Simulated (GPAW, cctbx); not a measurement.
# Bonding in ZrFeAu as X-rays see it

Question: by how much does bonding change the X-ray structure factors of ZrFeAu, how firmly does DFT give the change, and what does a routine refinement make of it?

The start was made by putting kin elements into a known structure type; the compound need not exist, or be stable, in this form. All numbers below are calculated.

## Step 1: Relax the structure

The density hangs on the geometry, so cell and atoms are relaxed first, with the symmetry held. The cutoff is set higher than for the density because stress converges slowly with plane waves.

Settings: GPAW 26.7.0, PBE, 570 eV, 5×5×5 k-points, Fermi–Dirac width 0.1 eV, spin-polarised, BFGS to 0.03 eV/Å.

```text
cell
1.0
     0.000000000   -4.094000000    0.000000000
     4.094000000    0.000000000    0.000000000
    -2.047000000    2.047000000    6.382000000
Au Zr Fe
2 2 2
Direct
0.132200000 0.132200000 0.264400000
0.867800000 0.867800000 0.735600000
0.347200000 0.347200000 0.694400000
0.652800000 0.652800000 0.305600000
0.500000000 0.000000000 0.000000000
0.000000000 0.500000000 0.000000000
```

```console
$ OMP_NUM_THREADS=1 mpirun -n 4 gpaw python run.py > gpaw.log
```

```text
BFGS:    0      -40.415640        0.329241
BFGS:    1      -40.421156        0.278405
BFGS:    2      -40.437699        0.141692
BFGS:    3      -40.439007        0.151533
...
BFGS:   12      -40.466567        0.095561
BFGS:   13      -40.468204        0.030921
BFGS:   14      -40.468371        0.018118
cell  3.9874 3.9874 7.2825  105.89 105.89 90.00
volume 106.757 A^3, largest force 0.004 eV/A, largest stress 0.16 GPa
```

After 14 steps the volume has changed by -0.2 % and the energy by -0.053 eV; the largest stress left is 0.16 GPa. It took 14 min on 4 cores of Arm Neoverse V2 (shared host), peak memory 2.2 GiB.

Relaxed structure: I4/mmm (no. 139), a = 3.9874 Å, b = 3.9874 Å, c = 13.4291 Å, α = 90.00°, β = 90.00°, γ = 90.00°.

| atom | mult. | x | y | z |
| --- | --- | --- | --- | --- |
| Au1 | 4 | 0 | 0 | 0.1318 |
| Zr1 | 4 | 0 | 0 | 0.3430 |
| Fe1 | 4 | 0 | 1/2 | 0 |

## Step 2: Density and charge transfer

X-rays see the whole electron density, so the PAW density is rebuilt with its core regions. Subtracting spherical free atoms from the same code cancels the cores and leaves the deformation density Δρ, the part due to bonding.

Settings: PBE, 450 eV, 6×6×6 k-points, Fermi–Dirac width 0.1 eV, spin-polarised; primitive cell of 6 atoms.

```console
$ OMP_NUM_THREADS=1 mpirun -n 4 gpaw python run.py > gpaw.log
```

```text
|iter:   1|       0s |  -47.499972 | +0.26 |       |  +6.0117|
|iter:   2|       5s |  -42.524163 | -0.73 | -0.68 |  +5.8220|
|iter:   3|      11s |  -41.314298 | -1.59 | -0.93 |  +5.6583|
...
|iter:  14|      69s |  -40.203122c| -6.41 | -3.74 |  +2.7324|
|iter:  15|      75s |  -40.203114c| -7.20 | -4.30c|  +2.7332|
|iter:  16|      78s |  -40.203112c| -7.80c| -4.90c|  +2.7333|
```

```text
gpts.py:43: UserWarning: Initial realspace grid (20,20,36) inconsistent with symmetries.
gpts.py:43: UserWarning: Initial realspace grid (20,20,36) inconsistent with symmetries.
gpts.py:43: UserWarning: Initial realspace grid (20,20,36) inconsistent with symmetries.
gpts.py:43: UserWarning: Initial realspace grid (20,20,36) inconsistent with symmetries.
gpts.py:70: UserWarning: Using symmetrized grid: (36,36,36).
gpts.py:70: UserWarning: Using symmetrized grid: (36,36,36).
gpts.py:70: UserWarning: Using symmetrized grid: (36,36,36).
gpts.py:70: UserWarning: Using symmetrized grid: (36,36,36).
grid (72, 72, 72)  electrons 290.000  moved by bonding 1.767 e
deformation density beyond 0.5 A of the nuclei: max 0.401, min -0.292 e/A^3
atom        x       y       z   Voronoi charge  moment
Au1    0.1318  0.1318  0.2635      0.083      -0.04
Au2    0.8682  0.8682  0.7365      0.083      -0.04
Zr3    0.3430  0.3430  0.6860      0.151      -0.30
Zr4    0.6570  0.6570  0.3140      0.151      -0.30
Fe5    0.5000  0.0000  0.0000     -0.234       1.93
Fe6    0.0000  0.5000  0.0000     -0.234       1.93
mean inner potential of superposed free atoms 26.076 V
total magnetic moment 2.733 muB
```

Deformation density in a plane through the shortest contact of the Au atom at the origin, in 0.01 e/Å³ (clipped at ±99); x from -1.6 to 4.3 Å, y from 2.4 down to -2.4 Å:

```text
  3  -1 -11   .   .  -4   0   1 -10  -8   .   . -12   2   2   1
  3   0  -2  -7  -4  -3  -1   0  -5 -13 -18 -15  -3   3   2   0
  3   2   1   1   0   0   0   0   0  -2  -2   0   3   3   2   1
  2   3   3   3   2   0   0   1   1   1   2   2   2   2   2   3
  1   3   1  -6 -12  -9  -4   0   0  -2  -3  -4  -1   0   3   3
  2   3  -5 -19   . -10 -10   0   0  -4   3   .  -6  -1   3   1
  2   3 -10   .   .   . -15   1   1  -5   .   .   .  -4   2  -1
  2   5  -2 -19   . -17  -9   3   2  -2  -9   .   2  -3   1  -1
  1   6   7  -1 -10  -7   0   3   2   0  -2  -4  -3  -2   0   0
 -1   4   7   6   4   3   3   2   2   2   2   2   1   1   1   0
 -4   1   1   2   3   2   1   1   2   3   3   0  -2  -2   0   1
  .  -2  -4  -2   0   0   0   1   2   3  -5 -17 -18 -11  -3   1
  .  -4  -6  -3  -1   0   0   1   3   1 -16   .   . -15  -7   2
```

Atoms in or within 0.15 Å of the plane: Au (0.0, 0.0), Fe (2.7, 0.0) Å. Dots mark points within about 0.45 Å of a nucleus; large values next to them are atomic features.

Fe gains most (-0.23 e) and Zr loses most (+0.15 e), which isn't the order of electronegativity: valence and coordination count too, and Voronoi cells cut space at the midplane whatever the atoms' sizes. Along the shortest contact from the Au atom at the map's origin, Au–Fe at 2.67 Å, Δρ is +0.03 e/Å³ at the midpoint: little piles up between the atoms. At the midpoints of other shortest contacts it is +0.02 (Fe–Fe, 2.82 Å), +0.07 (Au–Zr, 2.84 Å) and +0.01 (Zr–Fe, 2.90 Å) e/Å³. Point values carry grid noise of about 0.01 e/Å³. The cell's moment is 2.73 μB; the largest inside an atomic sphere is 1.93 μB. The run needed 16 iterations, 97 s.

## Step 3: Structure factors

The Fourier components of Δρ, added to those of the free atoms, give the static X-ray structure factors; the Mott–Bethe relation turns them into the Fourier components V of the potential that fast electrons feel.

```text
static structure factors of the conventional cell: F in electrons, V (Mott-Bethe) in volts
   h  k  l      d  |F| table  |F| free   |F| DFT   change   |V| free  |V| DFT  change %
   0  0  2  6.7146    13.155    13.251    13.756    0.506     1.219    0.730    -40.1
   1  0  1  3.8225   120.664   120.410   119.866   -0.544     1.592    1.763     10.7
   0  0  4  3.3573   288.004   287.899   286.690   -1.209     7.378    7.671      4.0
   1  0  3  2.9774    92.037    91.865    91.782   -0.083     0.161    0.176      9.8
   1  1  0  2.8195   322.825   322.849   321.264   -1.585     8.388    8.658      3.2
   1  1  2  2.5996   154.006   153.666   153.908    0.243     5.777    5.742     -0.6
   0  0  6  2.2382   256.340   255.767   255.212   -0.555     8.337    8.397      0.7
   1  0  5  2.2276   167.925   167.806   167.068   -0.738     4.090    4.168      1.9
   1  1  4  2.1591   414.038   413.357   412.119   -1.238    11.312   11.436      1.1
   2  0  0  1.9937   442.524   441.780   440.647   -1.133    11.794   11.891      0.8
   2  0  2  1.9112     5.820     5.461     5.366   -0.095     0.710    0.717      1.0
   2  1  1  1.7677   102.888   102.736   102.398   -0.338     1.526    1.549      1.5
   1  1  6  1.7530    95.797    96.078    95.997   -0.081     1.927    1.933      0.3
   1  0  7  1.7288   123.303   123.086   122.569   -0.517     1.674    1.707      2.0
```

The largest X-ray change is -1.58 e on 110, 0.5 % of |F|. For electrons V goes as (Z − F)/g², so a change of F counts against Z − F, which is small at low angle and wherever the atoms' terms cancel: |V| of 002 moves by -40.1 % (1.22 to 0.73 V) against +3.8 % in |F|. The last three rows still change by up to 0.52 e; the table stops while the angles are still low. The tabulated Hartree–Fock atoms differ from the free DFT atoms by up to 0.74 e, so the choice of reference atom matters too.

## Step 4: The functional ladder

The same geometry is run with other functionals, to see whether the bonding signal is larger than the spread between approximations. Free atoms are LDA for LDA and PBE otherwise; meta-GGAs and hybrids keep PBE cores. Any other changed setting is in the row's label.

| run | ΔF 110 (e) | ΔF 114 (e) | ΔF 004 (e) | q(Fe) (e) | moved (e) | time |
| --- | --- | --- | --- | --- | --- | --- |
| PBE | -1.585 | -1.238 | -1.209 | -0.234 | 1.767 | 97 s |
| LDA | -1.597 | -1.233 | -1.241 | -0.241 | 1.717 | 1.9 min |
| SCAN | -1.566 | -1.342 | -0.995 | -0.195 | 2.134 | 6.4 min |

At the base's settings ΔF(110) spans -1.597 to -1.566 e, a spread of 2 % of the PBE value; over the three listed reflections the spread is at most 20 %, so sign and size hold across the functionals. The magnetic state differs between the runs (cell moments PBE 2.73, LDA 2.63, SCAN 3.53 μB), and that enters the spread. Times are from shared hosts.

## Step 5: What a spherical-atom refinement makes of it

Routine crystallography fits spherical atoms. To see the bias, intensities are simulated from tabulated atoms plus the DFT change ΔF, so that bonding alone can misfit (3538 reflections of the full sphere, merged to the counts below, to 0.5 Å, 1.5 % proportional noise plus counting noise, assumed isotropic U as listed, Δρ smeared by the mean U) and refined with cctbx over different ranges.

| range | data | R1 | GooF | U Au1 (true 0.0044) | U Zr1 (true 0.0057) | U Fe1 (true 0.0067) | largest shift (Å) | Δρ max, min (e/Å³) |
| --- | --- | --- | --- | --- | --- | --- | --- | --- |
| all data | 304 | 0.0036 | 0.99 | 0.0044 | 0.0057 | 0.0067 | 0.0001 | 0.53, -0.58 |
| low resolution, d > 0.84 | 78 | 0.0031 | 0.98 | 0.0043 | 0.0056 | 0.0067 | 0.0001 | 0.22, -0.24 |
| high order, d < 0.75 | 199 | 0.0039 | 0.98 | 0.0044 | 0.0057 | 0.0067 | 0.0000 | 0.54, -0.39 |
| occupancies free, d > 0.7 | 125 | 0.0033 | 0.98 | 0.0044 | 0.0057 | 0.0069 | 0.0000 | 0.28, -0.39 |

With all data GooF is 0.99, so at this noise the bonding hardly shows; the top residual peak lies 1.46 Å from Fe and 2.06 Å from Fe. No U is off by more than 3 s.u. at low resolution. With Au1 held at 1 and the scale free, the other occupancies refine to Zr1 1.000(0.001) and Fe1 1.003(0.003), within three s.u. of full.

## Step 6: Answer

Bonding moves 1.77 e in the primitive cell of ZrFeAu and changes the structure factors of the conventional cell in the table above by at most 1.58 e (110, 0.5 %), and among reflections above 2 % of the strongest by up to 3.8 % (002). The shortest bond, Au–Fe, has Δρ = +0.03 e/Å³ at its midpoint. At the base's settings ΔF(110) spans -1.597 to -1.566 e, a spread of 2 % of the PBE value; over the three listed reflections the spread is at most 20 %, so sign and size hold across the functionals. With all data GooF is 0.99, so at this noise the bonding hardly shows. Limits: static density, frozen cores, no spin–orbit coupling; a ferromagnetic start is the only order tried, and the real ground state may be antiferromagnetic or insulating.

[Outputs are excerpts: Python notices, other lines and further rows are left out; steps that failed or that the build refused (PBEsol, TPSS) are not shown.]

[Logs are printed without paths, hosts, clocks, repeated set-up lines and the standing remarks that a program may print on its own settings, such as how far it seeks lower states.]
